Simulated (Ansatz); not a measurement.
## Where V_Al-O_N puts its levels in the gap of AlN (F-43m)

Wanted: the transition levels of a complex in AlN (F-43m), from a cell of 54 host atoms with 1 site emptied and O put on another atom's site.

Program: Ansatz 0.2.0. Level of theory: place-levels on r2SCAN runs: charge-transition levels and formation energies with image-charge correction and potential alignment at the atomic sites; PAW set soft_1. Results are calculated unless marked as measured.

### 1. Starting point

The cell holds 53 atoms: 26 Al, 26 N and 1 O. Cell: a = 9.269 Å, b = 9.269 Å, c = 9.269 Å, α = 60.0°, β = 60.0°, γ = 60.0°. It derives from AlN (space group F-43m). Nearest the centre at fractional (0.375, 0.542, 0.708): O30 at 0.95 Å, Al29 at 2.38 Å, N34 at 2.38 Å, Al46 at 2.38 Å, Al25 at 2.38 Å, N18 at 2.38 Å, N35 at 2.38 Å, N28 at 3.23 Å.

Coordinates:

```xyz
53
Lattice="0.0000 6.5542 6.5542 6.5542 0.0000 6.5542 6.5542 6.5542 0.0000" Properties=species:S:1:pos:R:3 pbc="T T T"
Al    0.0000    0.0000    0.0000
N     1.0924    1.0924    1.0924
Al    2.1847    2.1847    0.0000
N     3.2771    3.2771    1.0924
Al    4.3695    4.3695    0.0000
N     5.4618    5.4618    1.0924
Al    2.1847    0.0000    2.1847
N     3.2771    1.0924    3.2771
Al    4.3695    2.1847    2.1847
N     5.4618    3.2771    3.2771
Al    6.5542    4.3695    2.1847
N     7.6466    5.4618    3.2771
Al    4.3695    0.0000    4.3695
N     5.4618    1.0924    5.4618
Al    6.5542    2.1847    4.3695
N     7.6466    3.2771    5.4618
Al    8.7389    4.3695    4.3695
N     9.8313    5.4618    5.4618
Al    0.0000    2.1847    2.1847
N     1.0924    3.2771    3.2771
Al    2.1847    4.3695    2.1847
N     3.2771    5.4618    3.2771
Al    4.3695    6.5542    2.1847
N     5.4618    7.6466    3.2771
Al    2.1847    2.1847    4.3695
N     3.2771    3.2771    5.4618
Al    4.3695    4.3695    4.3695
N     5.4618    5.4618    5.4618
Al    6.5542    6.5542    4.3695
O     7.6466    7.6466    5.4618
Al    4.3695    2.1847    6.5542
N     5.4618    3.2771    7.6466
Al    6.5542    4.3695    6.5542
N     7.6466    5.4618    7.6466
N     9.8313    7.6466    7.6466
Al    0.0000    4.3695    4.3695
N     1.0924    5.4618    5.4618
Al    2.1847    6.5542    4.3695
N     3.2771    7.6466    5.4618
Al    4.3695    8.7389    4.3695
N     5.4618    9.8313    5.4618
Al    2.1847    4.3695    6.5542
N     3.2771    5.4618    7.6466
Al    4.3695    6.5542    6.5542
N     5.4618    7.6466    7.6466
Al    6.5542    8.7389    6.5542
N     7.6466    9.8313    7.6466
Al    4.3695    4.3695    8.7389
N     5.4618    5.4618    9.8313
Al    6.5542    6.5542    8.7389
N     7.6466    7.6466    9.8313
Al    8.7389    8.7389    8.7389
N     9.8313    9.8313    9.8313
```

Screening for the image-charge correction: ε∞ = 4.64, ε0 = 8.51, computed on the host (DFPT, PBEsol, on the r2SCAN cell), and a cell off the functional's own equilibrium shifts the ionic part.

The cell's shortest repeat is 9.3 Å.

### 2. What was run first

A transition level is the Fermi level at which two charge states cost the same, so each charge needs its own total energy, at its own relaxed structure.

Each atom starts 0.05 Å or so off its site in a random direction: a symmetric start keeps its symmetry, and would miss off-centre moves and Jahn–Teller distortions. Forces are taken at one point at (¼, ¼, ¼). The cell holds 3 electrons more than the neutral one, with a uniform background that keeps it neutral on the whole. The electron count is odd, so at least one spin is unpaired; this run locks the moment at 1 μB.

The sampling was tested on the host first: at the k-points planned (1x1x1 shifted 0.25 0.25 0.25) its energy lies 0.045 eV an atom from the dense-mesh value, so the final energies take a denser sampling.

One state's input; the others differ in charge, spin, start and seed, and in occupations where the table says so.

File qm3_M1.relax/input.yaml:

```yaml
crystal:
  lattice:
    - [0.0, 2.18472995, 2.18472995]
    - [2.18472995, 0.0, 2.18472995]
    - [2.18472995, 2.18472995, 0.0]
  atoms:
    - { symbol: Al, position: [0.0, 0.0, 0.0] }
    - { symbol: "N", position: [0.25, 0.25, 0.25] }
  supercell: [3, 3, 3]
  defects: [{ vacancy: 34 }, { substitution: { at: 29, symbol: O } }]
total_charge: -3
basis:
  ecutwfc: 500
  xc_grid: 2
hamiltonian:
  xc: r2scan
  pseudopotentials: { kind: paw, azcp: { folder: soft_1 } }
kpoints:
  mp_grid: { grid: [1, 1, 1], shift: [0.25, 0.25, 0.25] }
magnetization:
  spin_polarized: true
  initial_magnetization: 1
  spin_locking: { lock_magnetization: hard }
scf:
  occupations: { method: fixed }
  max_iter: 80
output:
  forces: true
  charged_corrections:
    epsilon: 4.64
    static_epsilon: 8.51
    defect_position: [0.375, 0.541667, 0.708333]
relax:
  f_tol: 0.02
  max_steps: 80
  random_displacement: { amplitude: 0.05, seed: 5152 }
checkpoint:
  write: "../qm3_M1.relax.run"
  compress: false
  write_wavefunctions: true
  write_every: 100000
```

Command:

```sh
$ ansatz run input.yaml --threads 4 --pin off --max-ram 7536MiB --backend cpu --events-out ev --progress --plain --runs-dir out
```

Defect states can disperse in a cell of this size, so the energy is taken again at a 2×2×2 shifted mesh, on the relaxed structure.

The run of this state that the levels use, under r2SCAN:

File qm3_M1.point/input.yaml:

```yaml
crystal:
  checkpoint: "../qm3_M1.relax.run"
  host: checkpoint
total_charge: -3
basis:
  ecutwfc: 500
  xc_grid: 2
hamiltonian:
  xc: r2scan
  pseudopotentials: { kind: paw, azcp: { folder: soft_1 } }
kpoints:
  mp_grid: { grid: [2, 2, 2], shift: [0.5, 0.5, 0.5] }
magnetization:
  spin_polarized: true
  initial_magnetization: 1
  spin_locking: { lock_magnetization: hard }
scf:
  occupations: { method: fermi_dirac, width: 0.01 }
  max_iter: 80
output:
  forces: true
  eigenvalues: true
  charged_corrections:
    epsilon: 4.64
    static_epsilon: 8.51
    defect_position: [0.375, 0.541667, 0.708333]
  eigenstates: { localisation: true }
  populations: true
  efg: {}
  band_densities: [{ bands: [v1, v1] }, { bands: [c1, c1] }]
  write_density: true
  write_potential: true
  volumetric_format: npy
  elf: true
checkpoint:
  read: "../qm3_M1.relax.run"
  write: "../qm3_M1.point.run"
  compress: false
  write_wavefunctions: false
  write_every: 100000
```

Relaxations under r2SCAN at one point at (¼, ¼, ¼); times on 4 threads of Arm Neoverse V1, shared host:

```csv
charge,moment (μB),occupations,outcome,steps,largest displacement against the far atoms (Å),time
−3,1,fixed,converged,9,0.22,3.1 min
−2,0,fixed,converged,6,0.25,54 s
−2,2,fixed,converged,6,0.29,2.2 min
−1,1,fixed,converged,6,0.25,2.3 min
0,0,fixed,converged,6,0.30,86 s
0,2,fixed,converged,6,0.24,2 min
+1,1,fixed,converged,10,0.28,2.9 min
```

Single points under r2SCAN at a 2×2×2 shifted mesh; times on 4 threads of Arm Neoverse V1, shared host:

| charge | moment (μB) | occupations | outcome | time |
| --- | --- | --- | --- | --- |
| −3 | 1 | fermi-dirac | converged | 2.1 min |
| −2 | 0 | fermi-dirac | converged | 45 s |
| −2 | 2 | fermi-dirac | converged | 2 min |
| −1 | 1 | fermi-dirac | converged | 2 min |
| 0 | 0 | fermi-dirac | converged | 50 s |
| 0 | 2 | fermi-dirac | converged | 2.3 min |
| +1 | 1 | fermi-dirac | converged | 1.7 min |

Distances (Å) from the ideal centre to the nearest atoms after relaxation with r2SCAN:

| charge | moment (μB) | 1. | 2. | 3. | 4. | 5. | 6. |
| --- | --- | --- | --- | --- | --- | --- | --- |
| −3 | 1 | O 1.15 | Al 2.35 | Al 2.36 | Al 2.40 | N 2.52 | N 2.53 |
| −2 | 0 | O 1.20 | Al 2.38 | Al 2.38 | Al 2.38 | N 2.53 | N 2.54 |
| −2 | 2 | O 1.22 | Al 2.37 | Al 2.38 | Al 2.50 | N 2.53 | N 2.53 |
| −1 | 1 | O 1.19 | Al 2.38 | Al 2.38 | Al 2.38 | N 2.54 | N 2.57 |
| 0 | 0 | O 1.18 | Al 2.37 | Al 2.38 | Al 2.39 | N 2.56 | N 2.59 |
| 0 | 2 | O 1.18 | Al 2.38 | Al 2.38 | Al 2.38 | N 2.58 | N 2.58 |
| +1 | 1 | O 1.15 | Al 2.38 | Al 2.38 | Al 2.38 | N 2.64 | N 2.64 |

### 3. Placing the levels, r2SCAN

A charged cell interacts with its images and the background, and its potential has another zero than the host's. place-levels removes the first by a point-charge model, screened by the static dielectric constant since the ions have relaxed around the charge, and the second by comparing potentials at atoms far from the defect.

The host is a run of the defect-free crystal in the same cutoffs, grids and k-points, so that basis and sampling errors cancel in part in the differences. The host is run in a cell of 2 atoms on a matching mesh. Its band edges are searched through the zone by a band path, so the gap is smaller than, or equal to, that on the mesh. Chemical potentials are energies per atom of Al (fcc), N (N2 molecule) and O (O2 molecule), run with the same functional and cutoff.

File levels.point.yaml:

```yaml
host:
  run: host.point.run
states: [qm3_M1.point.run, qm2.point.run, qm2_M2.point.run, qm1_M1.point.run, q0.point.run, q0_M2.point.run, qp1_M1.point.run]
geometry_from:
  qm3_M1.point.run: qm3_M1.relax.run
  qm2.point.run: qm2.relax.run
  qm2_M2.point.run: qm2_M2.relax.run
  qm1_M1.point.run: qm1_M1.relax.run
  q0.point.run: q0.relax.run
  q0_M2.point.run: q0_M2.relax.run
  qp1_M1.point.run: qp1_M1.relax.run
  host.point.run: host.relax.run
chemical_potentials:
  Al:
    energy: -540.418346
    dataset: <sha256 of the dataset>
  "N":
    energy: -384.814403
    dataset: "<sha256 of the dataset>"
  O:
    energy: -565.989614
    dataset: <sha256 of the dataset>
epsilon: 4.64
static_epsilon: 8.51
vertical:
  - { from: qm3_M1.point.run, to: qm3_M1.point_neutral.run }
  - { from: qm2.point.run, to: qm2.point_neutral.run }
  - { from: qm2_M2.point.run, to: qm2_M2.point_neutral.run }
  - { from: qm1_M1.point.run, to: qm1_M1.point_neutral.run }
  - { from: qp1_M1.point.run, to: qp1_M1.point_neutral.run }
```

Command:

```sh
$ ansatz place-levels levels.point.yaml -- --threads 4 --pin off --max-ram 7536MiB
```

Numbers of over 12 decimals in the logs are rounded to 6 here.

Output:

```text
[... repeated set-up lines and file paths are left out, and long positions are rounded to six places ...]
(+1/0) 0.750 eV above the valence edge, 3.168 eV under the conduction edge
(0/-1) 1.801 eV above the valence edge, 2.118 eV under the conduction edge
(-1/-2) 2.499 eV above the valence edge, 1.419 eV under the conduction edge
(-2/-3) 4.748 eV above the valence edge (+5.855 eV without the band-filling correction), in the conduction band
formation energy of charge +1: +3.807 eV with the Fermi level at the valence edge
formation energy of charge 0: +4.557 eV with the Fermi level at the valence edge
formation energy of charge -1: +6.358 eV with the Fermi level at the valence edge
formation energy of charge -2: +8.857 eV with the Fermi level at the valence edge
formation energy of charge -3: +13.604 eV with the Fermi level at the valence edge
vertical -3 to 0: no energy, since no alignment is typed
  the change from vertical[0].from (qm3_M1.point.run) to vertical[0].to (qm3_M1.point_neutral.run): by its potential at epsilon 4.64 it stands at 0.332 0.763 0.796, with an rms radius of about 2.7 Å (1.6 1.4 1.6 Å across the planes of the cell's vectors); [...]
vertical -2 to 0: no energy, since no alignment is typed
  the change from vertical[1].from (qm2.point.run) to vertical[1].to (qm2.point_neutral.run): by its potential at epsilon 4.64 it stands at 0.389 0.769 0.723, with an rms radius of about 2.1 Å (1.5 0.0 1.5 Å across the planes of the cell's vectors); [...]
vertical -2 to 0: no energy, since no alignment is typed
  the change from vertical[2].from (qm2_M2.point.run) to vertical[2].to (qm2_M2.point_neutral.run): by its spins about the atoms it stands at 0.003 0.773 0.713, with an rms radius of about 3.0 Å (1.8 1.8 1.6 Å across the planes of the cell's vectors); [...]
vertical -1 to 0: no energy, since no alignment is typed
  the change from vertical[3].from (qm1_M1.point.run) to vertical[3].to (qm1_M1.point_neutral.run): by its potential at epsilon 4.64 it stands at 0.421 0.769 0.726, with an rms radius of about 2.1 Å (1.4 0.0 1.7 Å across the planes of the cell's vectors); [...]
vertical +1 to 0: no energy, since no alignment is typed
  the change from vertical[4].from (qp1_M1.point.run) to vertical[4].to (qp1_M1.point_neutral.run): by its potential at epsilon 4.64 it stands at 0.358 0.758 0.691, with an rms radius of about 1.2 Å (0.9 0.0 0.9 Å across the planes of the cell's vectors); [...]
  edges by r2scan, gap 3.918 eV; the host is sampled to repeats of 18.54 Å
  the defect's cells are sampled to repeats of 18.54 Å, like sampling
  charge +1: -24711.4847 eV with its correction of -0.111 eV, at epsilon 8.51, aligned at sites: -0.4070 eV, mean over 16 atomic sites at or beyond 4.63 Å from the defect at [0.3750, 0.5417, 0.7083], with +0.000000 for the charge's moments and without [...]
  charge 0: +0.000 eV for its dipole among its images, +0.000 omitted
  charge -1: -24695.5327 eV with its correction of +0.674 eV, at epsilon 8.51, aligned at sites: -0.3779 eV, mean over 16 atomic sites at or beyond 4.63 Å from the defect at [0.3750, 0.5417, 0.7083], with -0.000000 for the charge's moments and without [...]
  charge -2: -24686.3330 eV with its correction of +1.882 eV, at epsilon 8.51, aligned at sites: -0.3491 eV, mean over 16 atomic sites at or beyond 4.63 Å from the defect at [0.3750, 0.5417, 0.7083], with -0.000000 for the charge's moments and without [...]
  charge -3: -24673.7774 eV with its correction of +3.412 eV, at epsilon 8.51, aligned at sites: -0.2494 eV, mean over 16 atomic sites at or beyond 4.63 Å from the defect at [0.3750, 0.5417, 0.7083], with -0.000000 for the charge's moments and without [...]
  charge 0: states[4] (q0.point.run) stands 0.669 eV higher, with a moment of 0.00 μB against 2.00
  charge -2: states[2] (qm2_M2.point.run) stands 2.944 eV higher, with a moment of 2.00 μB against 0.00
  of states[6] (qp1_M1.point.run): stability_check_not_made
  of states[5] (q0_M2.point.run): stability_check_not_made
  of states[3] (qm1_M1.point.run): it parts from the run at its places by a charge that spreads by about 1.7 Å along one vector (1.3 Å or more is wide), by its potential at epsilon 4.64, taken for that of held ions (one typed too small widens it), where the [...]
  of states[1] (qm2.point.run): it parts from the run at its places by a charge that spreads by about 1.5 Å along one vector (1.3 Å or more is wide), by its potential at epsilon 4.64, taken for that of held ions (one typed too small widens it), where the cell [...]
  of states[0] (qm3_M1.point.run): it parts from the run at its places by a charge that spreads by about 1.6 Å along one vector (1.3 Å or more is wide), by its potential at epsilon 4.64, taken for that of held ions (one typed too small widens it), where the [...]
  of states[4] (q0.point.run): its displacements don't fall off away from the defect: farther atoms stand 0.017 Å off the host's places. [...]
  of states[2] (qm2_M2.point.run): it parts from the run at its places by a charge that spreads by about 1.8 Å along one vector (1.3 Å or more is wide), by the spins about the atoms, where the cell does not tell a trapped carrier from a band state. [...]
  of vertical[0].from (qm3_M1.point.run): its displacements don't fall off away from the defect: farther atoms stand 0.018 Å off the host's places. [...]
  vertical[0].to (qm3_M1.point_neutral.run): levels filled in part (TS 0.003 eV): its energy is of no whole electron's
  of vertical[0].to (qm3_M1.point_neutral.run): its displacements don't fall off away from the defect: farther atoms stand 0.018 Å off the host's places. [...]
  of vertical[1].from (qm2.point.run): its displacements don't fall off away from the defect: farther atoms stand 0.018 Å off the host's places. [...]
  vertical[1].to (qm2.point_neutral.run): levels filled in part (TS 0.003 eV): its energy is of no whole electron's
  of vertical[1].to (qm2.point_neutral.run): its displacements don't fall off away from the defect: farther atoms stand 0.018 Å off the host's places. [...]
  of vertical[2].from (qm2_M2.point.run): its displacements don't fall off away from the defect: farther atoms stand 0.037 Å off the host's places. [...]
  of vertical[2].to (qm2_M2.point_neutral.run): its displacements don't fall off away from the defect: farther atoms stand 0.037 Å off the host's places. [...]
  of vertical[3].from (qm1_M1.point.run): its displacements don't fall off away from the defect: farther atoms stand 0.012 Å off the host's places. [...]
  of vertical[3].to (qm1_M1.point_neutral.run): its displacements don't fall off away from the defect: farther atoms stand 0.012 Å off the host's places. [...]
  of vertical[4].from (qp1_M1.point.run): stability_check_not_made
  vertical[4].to (qp1_M1.point_neutral.run): levels filled in part (TS 0.003 eV): its energy is of no whole electron's
```

Elapsed: 0.78 s, on 4 threads of Arm Neoverse V1, shared host.

[end of part 1 of 2]

[Logs are printed without paths, hosts, clocks, repeated set-up lines and the standing remarks that a program may print on its own settings, such as how far it seeks lower states.]

[Hosts, paths, dates, database ids (printed as entryN), source tags and the programs' standing remarks are cut or masked in the printed files.]

[Where a table of states has a column of steps, it counts the stored structures, which are thinned; the runs took as many ionic steps or more.]

[A defect's name tells the site on which it was built; relaxed atoms can leave that site.]

[For some hosts the program warned that the k-mesh of the response run may be too coarse for force constants and the static dielectric constant; such warnings are not shown here.]
